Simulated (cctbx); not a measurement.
## Interatomic vectors of Rb2ErTlBr6

Space group Fm-3m (no. 225), a = 12.1720 Å, b = 12.1720 Å, c = 12.1720 Å, α = 90.00°, β = 90.00°, γ = 90.00°, content Tl4 Er4 Rb8 Br24.

Simulated single-crystal data (cctbx): Ag Kα, λ = 0.56087 Å, to d = 0.8 Å, 95 % of the full sphere, strongest reflection 40000 counts, noise from counting, a 4 % proportional error and a noise floor of 8 counts (s.d.); no absorption, some extinction.

Patterson synthesis, origin scaled to 1000:

```text
Patterson group F m -3 m
      u       v       w   height  length (A)
  0.000   0.000   0.000   1000.0     0.00
  0.000   0.000   0.500    727.9     6.09
  0.250   0.250   0.250    519.2     5.27
  0.000   0.000   0.260    299.0     3.17
  0.000   0.250   0.250    202.9     4.30
  0.000   0.067   0.067     16.8     1.15
  0.000   0.027   0.095     13.2     1.20
  0.000   0.067   0.433     11.6     5.33
  0.152   0.250   0.250     10.8     4.68
  0.033   0.155   0.252      8.4     3.62
  0.057   0.057   0.443      8.2     5.48
  0.000   0.087   0.224      7.7     2.92
  0.000   0.092   0.281      6.8     3.60
  0.038   0.038   0.351      6.5     4.32
```

**Question.** Which atom pairs make the peaks, and where is the heaviest atom?

A peak at u stands for all pairs with xi − xj = u, with weight Σ ZiZj against Σ Z² = 85092 at the origin. Peak heights follow these weights only roughly, since form factors, motion and series ripples differ, all vectors within 0.55 Å of a peak are counted as merged into it though the farther ones add only part of their weight, and F(000) is left out, which lowers the whole map:

| u | v | w | shortest length (Å) | height | 1000 ΣZiZj/ΣZ² | pairs in the cell |
| --- | --- | --- | --- | --- | --- | --- |
| 0.000 | 0.000 | 0.500 | 6.09 | 728 | 647 | 8 × Tl–Er, 8 × Rb–Rb |
| 0.250 | 0.250 | 0.250 | 5.27 | 519 | 518 | 8 × Tl–Rb, 8 × Er–Rb |
| 0.000 | 0.000 | 0.260 | 3.16 | 299 | 490 | 8 × Tl–Br, 8 × Er–Br |
| 0.000 | 0.250 | 0.250 | 4.30 | 203 | 474 | 16 × Rb–Br, 16 × Br–Br |

The table stops at ten peaks or at a height of 45, below which ripples compete. In the model behind the data Tl, the heaviest element, has 1 independent site: (1/2, 0, 0), up to an allowed shift of origin. No listed peak is a Tl–Tl vector, so the position follows from the cell content and the cross vectors. The whole model:

```
atom  mult.    x    y       z  Ueq (Å²)
 Tl1      4  1/2    0       0    0.0085
 Er1      4    0    0       0    0.0118
 Rb1      8  1/4  3/4     3/4    0.0090
 Br1     24    0    0  0.7756    0.0140
```

This is a model crystal, built by substitution and not relaxed, with assumed displacement parameters.

[Logs are printed without paths, hosts, clocks, repeated set-up lines and the standing remarks that a program may print on its own settings, such as how far it seeks lower states.]
